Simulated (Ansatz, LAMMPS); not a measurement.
# Electronic structure of Na+ FSI- in dimethoxyethane and ethylene carbonate and a fluorinated ether (TTE) at 390 K (144 atoms), part 2 of 2

Aim: energy, forces, charges and density of states of Na+ FSI- in dimethoxyethane and ethylene carbonate and a fluorinated ether (TTE) at 390 K (144 atoms) at a fixed geometry.

Ansatz 0.2.0; Kohn-Sham DFT, LDA, PAW (set soft_2), plane waves.

The cell: 36 F, 34 C, 22 O, 44 H, 2 N, 4 S and 2 Na. The network of contacts between molecules at the start is that of the classical potential that made the cell. The functional has no dispersion term. The density was typed from a rule of thumb and may lie off the real one at this temperature. Only the Γ point is sampled, in a cell whose shortest periodic width is 13 Å.

So far. Step 3 (Plane-wave single point): The stored curve holds about 541 of the 616 electrons; the rest, give or take the few that broadening carries across the Fermi level, lie in deeper levels below its range.

## 3. Plane-wave single point (continued)

Electrostatic potential energy in the ac plane at fractional y = 0.205, with atoms of C and O and F and H and Na within 0.2 Å of it. With pseudopotentials it is smooth inside the atoms' cores, unlike the true potential.

Ten even steps from '0' (-41 eV) to '9' (6 eV), each cell a mean:
```
99999999999999999999998546999878999
99999999988899999999999999999878889
99999998865789999999999999999999889
99999998500279999999999999999999878
89999998510379999999999999999998647
99999999877889999999999999999998768
99999999999999999999999999999999999
99999999999999999999999999999999999
99999999999999999999999999999999999
99999999999999999999999999999999999
99999999999999999999999995489999999
99999999999999999999999994389999999
99999999999999999999999999999999999
89999999999888788899999999999999888
45215999997353126899999999999998732
01002999997540005899999999999998500
47558999999875347899999999999998732
89999999999873126889999999999998646
99999999999861003214999988999999758
99972269999986454001899999999999999
99961159999998888656899999999999999
99998899999999998777888899999999999
99999999999999996258887325999999999
99999999999999997369995001899999999
```
Columns run along a (12.5 Å; values clipped at the 3rd and 97th percentile), rows up along c (12.5 Å). Atoms in or near the plane, at fractional coordinates: C at (0.41, 0.35), C at (0.41, 0.23), O at (0.52, 0.19), F at (0.69, 0.02), H at (0.49, 0.04), C at (0.97, 0.35), F at (0.08, 0.35), H at (0.74, 0.53), Na at (0.28, 0.83).

Valence density in the ac plane at fractional y = 0.205, with atoms of C and O and F and H and Na within 0.2 Å of it. It is the smooth field of the valence electrons, not physical close to the nuclei.

Values in units of 1e0 e/Å³, 13 rows by 16 columns, each cell a mean:
```
0.1 0.0 0.0 0.0 0.0 0.0 0.0 0.0 0.0 0.0 0.7 1.1 0.1 0.2 0.3 0.1
0.1 0.0 0.0 0.2 3.6 0.8 0.1 0.1 0.0 0.0 0.0 0.0 0.0 0.1 0.2 0.2
0.2 0.1 0.2 0.3 6.0 1.4 0.1 0.1 0.0 0.0 0.0 0.0 0.0 0.0 0.6 1.1
0.1 0.0 0.0 0.0 0.1 0.0 0.1 0.0 0.0 0.0 0.0 0.0 0.0 0.0 0.1 0.2
0.0 0.0 0.0 0.1 0.1 0.1 0.0 0.0 0.0 0.0 0.0 0.1 0.1 0.0 0.0 0.0
0.0 0.0 0.0 0.0 0.1 0.0 0.0 0.0 0.0 0.0 0.0 0.5 0.4 0.0 0.0 0.0
0.0 0.0 0.0 0.0 0.0 0.0 0.0 0.0 0.0 0.0 0.0 0.3 0.3 0.0 0.0 0.0
0.6 1.7 0.2 0.0 0.1 0.5 0.7 0.7 0.3 0.0 0.0 0.0 0.1 0.1 0.2 0.5
1.9 6.7 0.7 0.0 0.1 0.9 1.7 0.8 0.1 0.0 0.0 0.0 0.0 0.1 0.4 1.5
0.3 0.2 0.1 0.0 0.0 0.3 1.4 1.0 0.8 0.2 0.0 0.1 0.0 0.0 0.6 1.4
0.1 1.0 2.9 0.2 0.0 0.3 0.9 1.7 4.3 0.6 0.1 0.1 0.0 0.0 0.2 0.4
0.1 0.7 1.9 0.2 0.0 0.1 0.1 0.3 0.8 0.2 0.2 0.2 0.0 0.0 0.0 0.0
0.1 0.0 0.0 0.0 0.0 0.0 0.0 0.5 0.7 0.2 3.5 5.4 0.2 0.0 0.0 0.1
```
Columns run along a (12.5 Å), rows up along c (12.5 Å). Atoms in or near the plane, at fractional coordinates: C at (0.41, 0.35), C at (0.41, 0.23), O at (0.52, 0.19), F at (0.69, 0.02), H at (0.49, 0.04), C at (0.97, 0.35), F at (0.08, 0.35), H at (0.74, 0.53), Na at (0.28, 0.83).

Mean Löwdin charges: C +0.24, F -0.25, H +0.21, N -0.80, Na +0.78, O -0.46 e (they miss 1.2 % of the electrons, so they add up to more than the cell's charge).

## 4. Distances and neighbours

Bonds and neighbours are counted at the geometry of the runs.

Density 1.42 g/cm³, 13.69 Å³ an atom.

Pair distribution functions g(r), in bins of 0.2 Å:

```
r (Å)  total   H-H   H-F    H-C   H-O   H-S   H-N
 1.00   1.25  0.00  0.00   8.60  0.00  0.00  0.00
 1.20   1.59  0.00  0.00  10.25  0.00  0.00  0.00
 1.40   2.63  0.00  0.00   0.00  0.00  0.00  0.00
 1.60   0.70  0.86  0.00   0.00  0.00  0.00  0.00
 1.80   0.49  5.03  0.14   0.00  0.00  0.00  0.00
 2.00   0.90  0.21  2.17   1.24  3.92  0.00  0.00
 2.20   1.48  0.66  0.73   2.44  3.00  0.00  0.00
 2.40   1.58  1.72  1.61   0.61  0.68  0.00  0.00
 2.60   0.96  1.19  1.46   1.09  1.22  0.00  0.00
 2.80   0.72  0.52  0.95   0.74  0.63  0.00  1.16
 3.00   0.78  1.09  0.65   0.64  0.63  0.49  0.00
 3.20   0.76  0.79  0.67   1.33  0.79  0.84  0.92
 3.40   0.83  1.13  0.95   0.82  0.92  0.39  1.54
 3.60   0.78  1.31  0.77   0.36  0.81  1.43  0.00
 3.80   0.81  0.69  0.83   1.02  0.85  0.63  0.00
 4.00   0.91  0.87  1.02   1.02  0.72  1.38  2.23
 4.20   0.96  0.96  0.78   0.80  1.01  1.02  0.53
 4.40   1.03  1.12  0.92   1.06  0.92  0.47  0.92
 4.60   0.97  1.11  1.01   0.79  0.84  0.42  0.83
 4.80   0.99  0.96  1.14   0.96  1.10  1.37  1.20
 5.00   1.05  1.14  1.19   1.03  0.87  1.05  0.72
 5.20   1.04  1.05  0.93   1.00  0.75  0.66  2.30
 5.40   1.07  0.92  0.87   1.17  1.21  1.52  1.56
 5.60   1.03  0.83  1.16   0.97  1.04  1.69  0.87
 5.80   1.04  1.18  0.91   1.07  0.99  0.80  0.55
 6.00   0.95  0.76  1.00   1.00  0.99  1.12  0.97
 6.20   1.00  1.22  0.97   0.74  0.80  1.28  1.63
```

Local excerpt of 11 atoms (numbers count through the whole input) about S130, which bears the longest force; x, y, z are measured from there.

```
 atom      x      y      z  distance (Å)  Löwdin charge (e)     Fx     Fy  Fz (eV/Å)
 S130   0.00   0.00   0.00          0.00               2.40   4.54  -3.13       2.94
 O132   0.30   1.36   0.27          1.42              -0.75  -0.47   1.59      -1.06
 O131   1.11  -0.93   0.30          1.48              -0.71  -1.87   1.92      -0.67
 N125  -0.78  -0.39  -1.27          1.54              -0.81  -0.88  -0.16       0.19
 F133  -1.03  -0.29   1.16          1.58              -0.41  -0.77   0.02       0.40
 S126  -1.29  -1.89  -1.05          2.51               2.35  -2.14  -3.20      -1.28
 O128  -0.85  -2.78   0.01          2.90              -0.68   0.03   1.39      -0.71
 H114  -2.21   2.05   0.12          3.01               0.24  -0.77  -1.08      -0.77
  F67   1.08   0.11   3.07          3.26              -0.22   0.40   0.01      -1.08
   F3   2.61  -0.39  -1.95          3.28              -0.23   2.47   0.67       0.35
Na144   2.06   2.58   0.65          3.37               0.78  -0.12   0.10      -0.32
```

## 5. Results

| Quantity | Value |
| --- | --- |
| free energy per atom | -394.8500 eV/atom |
| pressure | -1.913 GPa |
| r.m.s. force component | 1.068 eV/Å |
| gap (highest filled to lowest empty level) | 3.361 eV |
| wall time of the 1 DFT run | 42 s |

**Reading.** The highest filled and lowest empty levels differ by 3.36 eV (at Γ alone); a local or semilocal functional tends to put such gaps too low. In a disordered cell it changes from sample to sample and from frame to frame.

Caveats: The force components of 1.1 eV/Å r.m.s. hold both thermal displacement and the mismatch between the potential that made the cell and DFT, above all in bond lengths inside molecules. The pressure of -1.9 GPa is that of one thermal frame, in which the classical model's bond lengths enter as well as the volume, without the kinetic term and with the strain of bonds inside molecules.

[Logs are printed without paths, hosts, clocks, repeated set-up lines and the standing remarks that a program may print on its own settings, such as how far it seeks lower states.]

[Hosts, paths, dates, database ids (printed as entryN), source tags and the programs' standing remarks are cut or masked in the printed files.]
